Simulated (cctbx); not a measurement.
# What resolution and counting buy: GdRuS3

Space group Pnma (no. 62), a = 6.9050 Å, b = 9.2180 Å, c = 6.5950 Å, α = 90.00°, β = 90.00°, γ = 90.00°.

| atom | mult. | x | y | z | Ueq (Å²) |
| --- | --- | --- | --- | --- | --- |
| Gd1 | 4 | 0.9287 | 3/4 | 0.0207 | 0.0119 |
| Ru1 | 4 | 1/2 | 1/2 | 0 | 0.0186 |
| S1 | 8 | 0.3089 | 0.4456 | 0.6871 | 0.0240 |
| S2 | 4 | 0.5425 | 3/4 | 0.8861 | 0.0294 |

The model was made for the exercise: a known structure type with other elements put in, its volume estimated, not relaxed; displacement parameters are assumed.

Five simulated data sets (cctbx; Mo Kα, λ = 0.71073 Å; 4 % proportional error) differ in resolution or exposure (noise floor 2 counts in the first three, 8 in the last two). Each is refined with the right model, isotropic at 1.1 Å and anisotropic otherwise. How do the figures of merit and the uncertainties move?

```csv
d min (Å),top counts,"⟨I/σ⟩ (unmerged, absences included)",unique,param. (scale apart),Rint,R1,GooF,largest s.u. xyz (fractional),s.u. U of S1 (Å²),largest error (Å)
1.1,70000,16.6,178,11,0.031,0.0119,1.55,0.00036,0.0005,0.0028
0.84,70000,16.0,394,27,0.029,0.0082,0.93,0.00013,0.0003,0.0007
0.6,70000,14.3,1064,27,0.033,0.0100,0.94,0.00009,0.0001,0.0005
0.75,300,1.0,551,27,0.422,0.0866,0.95,0.00337,0.0065,0.0562
0.75,3000,5.0,551,27,0.084,0.0292,0.95,0.00060,0.0012,0.0109
```

GooF reaches 1.55 where the model lacks something that the data hold (anisotropy at the isotropic level, for one). The s.u. of U for S1 goes 0.0005, 0.0003, 0.0001 Å² with resolution and 0.0065, 0.0012 Å² with exposure.

The 1.1 Å row also differs in its displacement model, so it isn't a clean test of resolution.

Hardware for the 0.6 Å refinement: 0.5 s on 1 thread of Arm Neoverse N1 (shared host), peak memory 0.09 GiB.

[Logs are printed without paths, hosts, clocks, repeated set-up lines and the standing remarks that a program may print on its own settings, such as how far it seeks lower states.]
